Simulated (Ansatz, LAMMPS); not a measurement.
**Molecular dynamics of glassy 79SiO2-9CaO-9Li2O-2NiO (mol %) (124 atoms)**

Wanted: a short trajectory of glassy 79SiO2-9CaO-9Li2O-2NiO (mol %) (124 atoms) with its pair distributions.

Main program and level: Ansatz 0.2.0; Kohn-Sham DFT, PBE, PAW (set soft_2), plane waves.

## 1. Starting point

The cell holds 124 atoms: 34 Si, 4 Ca, 8 Li, 1 Ni and 77 O. Cell: a = 11.730 Å, b = 11.730 Å, c = 11.730 Å, α = 90.0°, β = 90.0°, γ = 90.0°. 124 atoms (34 Si, 4 Ca, 8 Li, 1 Ni, 77 O) placed at random at 2.37 g/cm³, melted at 4000 K for 10 ps at fixed volume with the Morse and Coulomb pair potential with partial charges (Pedone, Malavasi, Menziani, Cormack and Segre, J. Phys. Chem. B 110, 11780 (2006)). Quenched from 4000 K to 300 K at 10 K/ps and fixed volume, held 10 ps at zero pressure.

Limits known from the start: The quench rate of 10 K/ps is orders of magnitude faster than experiment, which tends to freeze in extra defects. The network of bonds at the start is that of the classical potential that made the cell. Without a Hubbard term or exact exchange, open shells on Ni are likely too delocalised. The Brillouin zone is sampled at Γ only, in a cell whose shortest periodic width is 12 Å.

## 2. Dynamics started at 300 K

A Nosé–Hoover thermostat steers the temperature while disturbing the dynamics little. The time step is 1.0 fs.

input.yaml

```yaml
crystal:
  lattice:
    - [11.72958, 0.0, 0.0]
    - [0.0, 11.72958, 0.0]
    - [0.0, 0.0, 11.72958]
  atoms:
    - { symbol: Si, position: [0.49517, 0.1494, 0.0604] }
    - { symbol: Si, position: [0.41666, 0.38067, 0.96495] }
    - { symbol: Si, position: [0.07715, 0.13609, 0.78978] }
    - { symbol: Si, position: [0.53633, 0.15339, 0.31963] }
    [... 114 atom lines left out ...]
    - { symbol: O, position: [0.04955, 0.09382, 0.14064] }
    - { symbol: O, position: [0.11348, 0.41148, 0.34641] }
    - { symbol: O, position: [0.78744, 0.07665, 0.95154] }
    - { symbol: O, position: [0.26896, 0.79765, 0.01731] }
    - { symbol: O, position: [0.88379, 0.66935, 0.19875] }
    - { symbol: O, position: [0.84326, 0.05113, 0.39766] }
magnetization:
  spin_polarized: true
kpoints:
  mp_grid: { grid: [1, 1, 1] }
hamiltonian:
  xc: pbe
scf:
  occupations: { method: fermi_dirac, width: 0.025 }
output:
  forces: true
md:
  timestep: 1.0
  n_steps: 67
  ensemble: nvt_nose_hoover
  temperature: 300
  initial_velocities: maxwell_boltzmann
  seed: 6251
```

Started as:

```bash
> ansatz run input.yaml --threads 8 --pin off --max-ram 15872MiB --backend cpu --events-out ev --progress --plain --runs-dir out
```

Run time: 14 min. Hardware: 8 threads of Arm Neoverse V2, shared host; peak memory 4.3 GiB; 1.8 h of CPU time.

The program notes that it switched symmetry off.

Rows from the run:

```csv
time (fs),T (K),potential (meV/atom),conserved (meV/atom)
0.0,300,0.0,0.00
4.0,468,-21.7,-0.16
9.0,621,-41.6,-0.21
13.0,575,-36.1,-0.13
18.0,498,-27.0,-0.09
22.0,493,-27.1,-0.12
27.0,499,-28.9,-0.12
31.0,509,-31.2,-0.12
36.0,511,-32.9,-0.17
40.0,457,-27.1,-0.10
45.0,468,-29.7,-0.12
49.0,522,-37.7,-0.16
54.0,541,-41.5,-0.17
58.0,502,-37.6,-0.15
63.0,472,-34.9,-0.12
67.0,507,-40.3,-0.17
```

Mean square displacement from the first frame to the last: Si 0.026 Å², Ca 0.035 Å², Li 0.41 Å², Ni 0.081 Å², O 0.053 Å².

Table of mean square displacement by time lag:

```csv
time lag (fs),Ca (Å²),Li (Å²),Ni (Å²),O (Å²),Si (Å²)
1.0,1.9e-5,2.3e-4,2.3e-5,7.7e-5,4.5e-5
2.0,7.6e-5,9.2e-4,9.1e-5,3.1e-4,1.8e-4
3.0,1.7e-4,0.00206,2.0e-4,6.9e-4,4.1e-4
6.0,6.7e-4,0.00811,8.3e-4,0.00269,0.00159
7.0,9.1e-4,0.0110,0.00114,0.00360,0.00214
9.0,0.00148,0.0177,0.00190,0.00574,0.00343
10.0,0.00182,0.0216,0.00235,0.00694,0.00415
12.0,0.00258,0.0303,0.00341,0.00951,0.00568
14.0,0.00345,0.0399,0.00468,0.0122,0.00726
16.0,0.00443,0.0503,0.00615,0.0150,0.00882
17.0,0.00496,0.0557,0.00696,0.0164,0.00957
18.0,0.00550,0.0613,0.00782,0.0177,0.0103
20.0,0.00667,0.0726,0.00969,0.0204,0.0116
23.0,0.00856,0.0901,0.0129,0.0241,0.0132
24.0,0.00923,0.0960,0.0140,0.0253,0.0136
25.0,0.00992,0.102,0.0152,0.0264,0.0140
27.0,0.0113,0.114,0.0177,0.0286,0.0146
28.0,0.0121,0.120,0.0190,0.0297,0.0149
31.0,0.0143,0.138,0.0232,0.0328,0.0155
32.0,0.0151,0.144,0.0247,0.0338,0.0156
34.0,0.0167,0.156,0.0276,0.0357,0.0158
```

Over the second half of 67 fs the temperature averages 496 K with swings of 29 K r.m.s. The conserved energy stays within 0.23 meV/atom. From first frame to last Li has the largest mean square displacement, 0.41 Å² at the end; the farthest move is 1.14 Å. The mean temperature of 496 K lies well off the 300 K of the input, so the thermostat hasn't yet brought the run to equilibrium. The count of bonds goes from 187 in the first frame to 189 in the last, by one set of cutoffs: 2 pairs passed out of them and 4 came within. The run spans 0.07 ps, too short for its means to be equilibrium values.

## 3. Structure statistics late in the run

The g(r) is a mean over the second half; what follows it is taken at the last frame.

Density 2.53 g/cm³, 13.01 Å³ an atom.

Mean of 18 frames. Pair distribution functions g(r), in bins of 0.2 Å:

```csv
r (Å),total,O-O,O-Si,O-Li,O-Ca,O-Ni,Si-Si
1.40,0.01,0.00,0.03,0.00,0.00,0.00,0.00
1.60,3.69,0.00,10.81,0.06,0.00,0.00,0.00
1.80,0.74,0.00,1.57,2.21,0.00,2.46,0.00
2.00,0.39,0.00,0.03,3.49,0.87,6.21,0.00
2.20,0.25,0.00,0.00,1.73,2.75,0.09,0.00
2.40,0.24,0.30,0.00,0.36,1.56,1.40,0.00
2.60,1.60,3.77,0.01,0.49,0.97,0.00,0.00
2.80,1.10,2.38,0.02,0.51,0.63,0.00,0.15
3.00,0.67,0.58,0.09,0.43,0.93,0.00,3.09
3.20,0.88,0.82,0.29,0.81,1.03,0.53,3.30
3.40,0.91,0.79,0.85,0.93,1.08,0.96,0.33
3.60,0.99,0.81,1.32,1.26,0.15,0.64,0.10
3.80,1.13,0.87,1.68,1.04,0.92,1.75,0.19
4.00,1.08,0.67,1.84,1.02,0.75,2.16,0.47
4.20,1.27,0.57,2.12,1.83,1.31,1.28,0.93
4.40,1.08,0.81,1.21,1.52,1.56,0.10,1.37
4.60,0.98,1.01,0.81,1.14,1.33,1.70,1.41
4.80,1.00,1.29,0.66,0.71,1.51,1.02,1.31
5.00,1.06,1.48,0.59,0.57,0.97,0.76,1.55
5.20,1.06,1.46,0.72,0.89,0.78,0.28,1.13
5.40,0.95,1.17,0.64,0.84,1.06,0.73,1.21
5.60,0.90,0.98,0.78,0.88,0.85,1.85,0.95
5.80,0.91,0.76,1.00,0.87,0.83,0.97,1.08
```

Bonds by pair of elements; cutoffs follow the first minimum of g(r), held within bounds set by covalent radii, and pairs that aren't listed don't count as bonded:

```csv
pair A-B,cutoff (Å),bonds,mean length (Å),spread (Å),shortest (Å),B about A,A about B
O-Si,2.16,137,1.64,0.057,1.49,1.78,4.03
O-Li,2.43,30,2.03,0.176,1.69,0.39,3.75
O-Ca,2.88,18,2.39,0.2,2.09,0.234,4.5
O-Ni,2.23,4,1.96,0.092,1.84,0.052,4
```

How many atoms have how many bonded neighbours:

```csv
element,mean,2,3,4,5,6
Ca,4.5,0,1,1,1,1
Li,3.75,0,3,4,1,0
Ni,4,0,0,1,0,0
O,2.46,45,29,3,0,0
Si,4.03,0,0,33,1,0
```

Bond angles, per cent of each kind in bins of 5°:

```csv
angle (°),O-Si-O,Si-O-Si,Li-O-Si,O-Li-O,O-Ca-O
55–60,0.0,0.0,0.0,0.0,2.9
60–65,0.0,0.0,0.0,0.0,0.0
65–70,0.0,0.0,0.0,4.7,2.9
70–75,0.0,0.0,0.0,4.7,2.9
75–80,0.0,0.0,4.5,7.0,14.7
80–85,0.0,0.0,0.0,2.3,8.8
85–90,1.4,0.0,9.1,4.7,5.9
90–95,2.4,0.0,9.1,4.7,11.8
95–100,6.2,0.0,13.6,4.7,2.9
100–105,16.8,0.0,9.1,0.0,5.9
105–110,26.0,0.0,4.5,20.9,8.8
110–115,26.9,0.0,13.6,4.7,2.9
115–120,15.9,1.7,2.3,9.3,2.9
120–125,2.9,5.0,9.1,9.3,2.9
125–130,0.5,6.7,6.8,7.0,2.9
130–135,0.0,10.0,4.5,4.7,2.9
135–140,0.0,18.3,6.8,2.3,0.0
140–145,0.0,11.7,2.3,0.0,0.0
145–150,0.0,16.7,2.3,2.3,0.0
150–155,0.5,11.7,0.0,4.7,8.8
155–160,0.0,8.3,2.3,2.3,0.0
160–165,0.0,5.0,0.0,0.0,2.9
165–170,0.5,3.3,0.0,0.0,5.9
170–175,0.0,0.0,0.0,0.0,0.0
175–180,0.0,1.7,0.0,0.0,0.0
```

Bond angles (no mean is given where the spread exceeds 20°):

```csv
angle,count,mean (°),spread (°)
O-Si-O,208,109,8.6
Si-O-Si,60,144,12.4
Li-O-Si,44,111,19.2
O-Li-O,43,-,-
O-Ca-O,34,-,-
```

Oxygen atoms by the number of network formers (Si, P, Ge, B, Al, As, Ga) bound to them:

```csv
network formers bound to O,O atoms,per cent
0,0,0
1,17,22.1
2,60,77.9
```

Network units: each former by its oxygen neighbours and how many of them bridge to another former:

```csv
former,O neighbours,bridging O,atoms
Si,4,1,1
Si,4,2,2
Si,4,3,10
Si,4,4,20
Si,5,5,1
```

Bond length by coordination (bonds to H left out):

```csv
element,coordination,atoms,mean bond length (Å)
Ca,3,1,2.32
Ca,4,1,2.30
Ca,5,1,2.39
Ca,6,1,2.47
Li,3,3,2.03
Li,4,4,2.03
Li,5,1,2.05
O,2,45,1.65
O,3,29,1.89
O,4,3,1.95
Si,4,33,1.63
Si,5,1,1.76
```

Rings of the network by King's shortest-path rule, up to 12 atoms, one path for each pair of neighbours; H, halogens, alkali and alkaline-earth atoms are left out, and the last column divides by all other atoms, bonded or not:

```csv
ring size (atoms),rings,per network atom
8,4,0.036
10,16,0.143
12,8,0.071
```

Counting bonds as in the table, 50 % of Li atoms have 4, all Ni atoms have 4 and 58 % of O atoms have 2 bonded neighbours. The O-Si-O angle averages 109° with a spread of 9°. Counting bonds to Si alone, not to Ni, 78 % of the oxygens join two of these atoms and 22 % one. The commonest Si unit has 4 oxygens, 4 of them shared with other formers (20 of 34 atoms). Rings of 10 atoms are the most common (57 % of those counted); sizes run from 8 to 12, where the search stops.

## 4. Single point at the last frame

The last frame is solved again with fuller output, to read the electronic structure of a thermally displaced geometry.

input.yaml

```yaml
crystal:
  lattice:
    - [11.72958, 0.0, 0.0]
    - [0.0, 11.72958, 0.0]
    - [0.0, 0.0, 11.72958]
  atoms:
    - { symbol: Si, position: [0.49681, 0.15191, 0.05321] }
    - { symbol: Si, position: [0.41212, 0.3904, 0.97195] }
    - { symbol: Si, position: [0.07793, 0.14111, 0.80441] }
    - { symbol: Si, position: [0.55096, 0.16842, 0.30877] }
    [... 114 atom lines left out ...]
    - { symbol: O, position: [0.05225, 0.11139, 0.12826] }
    - { symbol: O, position: [0.11608, 0.41434, 0.35544] }
    - { symbol: O, position: [0.78093, 0.07127, 0.96317] }
    - { symbol: O, position: [0.30894, 0.78713, 0.02417] }
    - { symbol: O, position: [0.88676, 0.68981, 0.19294] }
    - { symbol: O, position: [0.85139, 0.04515, 0.39146] }
magnetization:
  spin_polarized: true
kpoints:
  mp_grid: { grid: [1, 1, 1] }
hamiltonian:
  xc: pbe
scf:
  occupations: { method: fermi_dirac, width: 0.025 }
output:
  forces: true
  stress: true
  populations: true
  dos:
    method: { smearing: { sigma: 0.1 } }
    de: 0.1
    projected: { site_lists: { Ca: [Ca], Li: [Li], Ni: [Ni], O: [O], Si: [Si] } }
  eigenvalues: true
  write_density: true
  write_potential: true
  volumetric_format: npy
```

It took 42 s on 8 threads; peak memory 4.1 GiB; 5.4 min of CPU time.

The program notes that the stability of the SCF solution was not settled.

Numbers from this run:

```yaml
free_energy: -80185.6564 eV
free_energy_per_atom: -646.6585 eV/atom
scf_cycles: 16
pressure: 2.407 GPa
r_m_s_force_component: 1.105 eV/Å
longest_force: 6.822 eV/Å
fermi_energy: 5.345 eV
spacing_of_highest_filled_and_lowest_empty_level: 0.9227 eV
total_moment: -2 μB
absolute_moment: 2.114 μB
spilling_of_the_projection: 0.01307
```

Neighbours are counted within 2.16 Å (O-Si), 2.43 Å (O-Li), 2.88 Å (O-Ca), 2.23 Å (O-Ni), the cutoffs taken from the dynamics.

Length of the force by element and coordination:

```csv
element,coordination,atoms,mean length of the force (eV/Å),spread,least,most
Ca,all,4,0.860,0.174,0.667,1.08
Ca,3,1,0.971,0,0.971,0.971
Ca,4,1,0.715,0,0.715,0.715
Ca,5,1,1.08,0,1.08,1.08
Ca,6,1,0.667,0,0.667,0.667
Li,all,8,0.617,0.264,0.213,1.10
Li,3,3,0.675,0.201,0.462,0.944
Li,4,4,0.574,0.324,0.213,1.10
Li,5,1,0.614,0,0.614,0.614
Ni,all,1,0.645,0,0.645,0.645
O,all,77,1.42,0.787,0.251,4.61
O,2,45,1.44,0.883,0.279,4.61
O,3,29,1.35,0.593,0.251,3.28
O,4,3,1.91,0.732,1.11,2.88
Si,all,34,2.45,1.09,0.309,6.82
Si,4,33,2.47,1.09,0.309,6.82
Si,5,1,1.59,0,1.59,1.59
```

Löwdin charges by element and coordination (they lack the spilled electrons, 0.072 e an atom on average):

```csv
element,coordination,atoms,mean charge (e),spread,least,most
Ca,all,4,1.79,0.0132,1.78,1.81
Ca,3,1,1.81,0,1.81,1.81
Ca,4,1,1.80,0,1.80,1.80
Ca,5,1,1.78,0,1.78,1.78
Ca,6,1,1.78,0,1.78,1.78
Li,all,8,0.797,0.0115,0.782,0.816
Li,3,3,0.799,0.0138,0.782,0.816
Li,4,4,0.798,0.0098,0.787,0.812
Li,5,1,0.788,0,0.788,0.788
Ni,all,1,1.19,0,1.19,1.19
O,all,77,-0.839,0.0807,-1.06,-0.765
O,2,45,-0.806,0.0537,-0.995,-0.765
O,3,29,-0.875,0.0883,-1.06,-0.782
O,4,3,-0.977,0.0294,-1.01,-0.940
Si,all,34,1.73,0.0579,1.56,1.81
Si,4,33,1.73,0.0579,1.56,1.81
Si,5,1,1.67,0,1.67,1.67
```

Magnetic moments by element and coordination:

```csv
element,coordination,atoms,mean moment (μB),spread,least,most
Ca,all,4,1.0e-4,3.0e-4,-1.0e-4,6.0e-4
Ca,3,1,0,0,0,0
Ca,4,1,-1.0e-4,0,-1.0e-4,-1.0e-4
Ca,5,1,0,0,0,0
Ca,6,1,6.0e-4,0,6.0e-4,6.0e-4
Li,all,8,-1.0e-4,3.0e-4,-0.001,1.0e-4
Li,3,3,0,0,-1.0e-4,0
Li,4,4,-3.0e-4,5.0e-4,-0.001,0
Li,5,1,1.0e-4,0,1.0e-4,1.0e-4
Ni,all,1,-1.47,0,-1.47,-1.47
O,all,77,-0.0035,0.0127,-0.0684,1.0e-4
O,2,45,-9.0e-4,0.0039,-0.0251,1.0e-4
O,3,29,-0.0033,0.0117,-0.0584,0
O,4,3,-0.0447,0.0282,-0.0684,-0.005
Si,all,34,-2.0e-4,5.0e-4,-0.0026,0
Si,4,33,-2.0e-4,5.0e-4,-0.0026,0
Si,5,1,0,0,0,0
```

States in the cell by windows of 1 eV, zero at the Fermi level; the larger projections on atomic orbitals stand beside the total:

```csv
from (eV),to (eV),total up,total down,O p,Si p,O s
-18,-17,6.5,6.6,0.3,1.5,10.0
-17,-16,0.7,0.7,0.0,0.2,1.1
-16,-13,0.0,0.0,0.0,0.0,0.0
-13,-12,1.9,1.9,2.5,0.2,0.1
-12,-11,7.2,7.2,9.6,0.7,0.6
-11,-10,8.8,8.8,12.1,1.6,0.8
-10,-9,10.8,10.8,15.7,3.0,0.7
-9,-8,18.8,18.8,28.6,7.1,0.5
-8,-7,12.2,12.4,19.1,4.3,0.5
-7,-6,24.3,24.5,39.9,4.7,2.1
-6,-5,39.2,39.2,68.6,4.5,2.3
-5,-4,40.9,41.7,75.2,2.9,1.4
-4,-3,38.2,37.7,70.9,1.5,0.7
-3,-2,21.1,20.7,39.0,1.0,0.3
-2,-1,8.4,11.2,15.5,0.3,0.1
-1,0,2.2,1.0,1.0,0.0,0.0
0,1,1.0,0.0,0.1,0.0,0.0
1,2,1.0,0.0,0.2,0.0,0.0
2,3,1.0,1.0,0.1,0.1,0.5
3,4,5.9,6.0,1.3,2.5,2.0
4,5,14.7,14.7,2.4,6.7,2.9
```

Between -26 and -18 eV lie 164 more states.

The stored curve holds about 648 of the 680 electrons; the rest, give or take the few that broadening carries across the Fermi level, lie in deeper levels below its range.

The levels nearest the highest filled one (over half full), pooled over k-points and spins:

```csv
level less the highest filled one (eV),occupation
-0.826,1
-0.670,1
-0.599,1
-0.303,1
-0.176,1
0,1
0.923,0
1.67,0
2.68,0
2.69,0
3.84,0
3.85,0
```

Mean Löwdin charges: Ca +1.79, Li +0.80, Ni +1.19, O -0.84, Si +1.73 e (they miss 1.3 % of the electrons, so they add up to more than the cell's charge). The cell holds a total moment of -2.00 μB.

## 5. Summary of results

```
mean temperature, second half                                : 496.1 K
temperature swing, second half                               : 29.1 K
slope of the conserved energy against time, by least squares : -0.2594 meV/atom/ps
free energy per atom                                         : -646.6585 eV/atom
pressure                                                     : 2.407 GPa
r.m.s. force component                                       : 1.105 eV/Å
gap (highest filled to lowest empty level)             : 0.9227 eV
wall time of the 2 DFT runs                                  : 15 min
```

Over the second half of 67 fs the temperature averages 496 K with swings of 29 K r.m.s. The conserved energy stays within 0.23 meV/atom. The mean temperature of 496 K lies well off the 300 K of the input, so the thermostat hasn't yet brought the run to equilibrium. The count of bonds goes from 187 in the first frame to 189 in the last, by one set of cutoffs: 2 pairs passed out of them and 4 came within. The run spans 0.07 ps, too short for its means to be equilibrium values. Counting bonds as in the table, 50 % of Li atoms have 4, all Ni atoms have 4 and 58 % of O atoms have 2 bonded neighbours. Counting bonds to Si alone, not to Ni, 78 % of the oxygens join two of these atoms and 22 % one.

Between filled and empty levels lie 0.923 eV (at Γ alone); a semilocal functional tends to put such gaps too low. In a disordered cell it changes from sample to sample, and tail or defect levels can set it. The cell holds a total moment of -2.00 μB.

What to keep in mind: The starting topology of bonds comes from the classical model; in DFT 2 of its 187 bonded pairs passed out of the cutoffs and 4 came within them. The run was spin polarised, started with a moment on one atom, ending at -2.0 μB in the cell; that starting order needn't be the real material's, and it bears on forces, charges and levels. With open d shells in the cell, the gap can be one between d levels of these ions, not the gap of the host. The pressure of 2.4 GPa is that of one thermal frame at a volume set beforehand, without the kinetic term.

[Logs are printed without paths, hosts, clocks, repeated set-up lines and the standing remarks that a program may print on its own settings, such as how far it seeks lower states.]

[Hosts, paths, dates, database ids (printed as entryN), source tags and the programs' standing remarks are cut or masked in the printed files.]
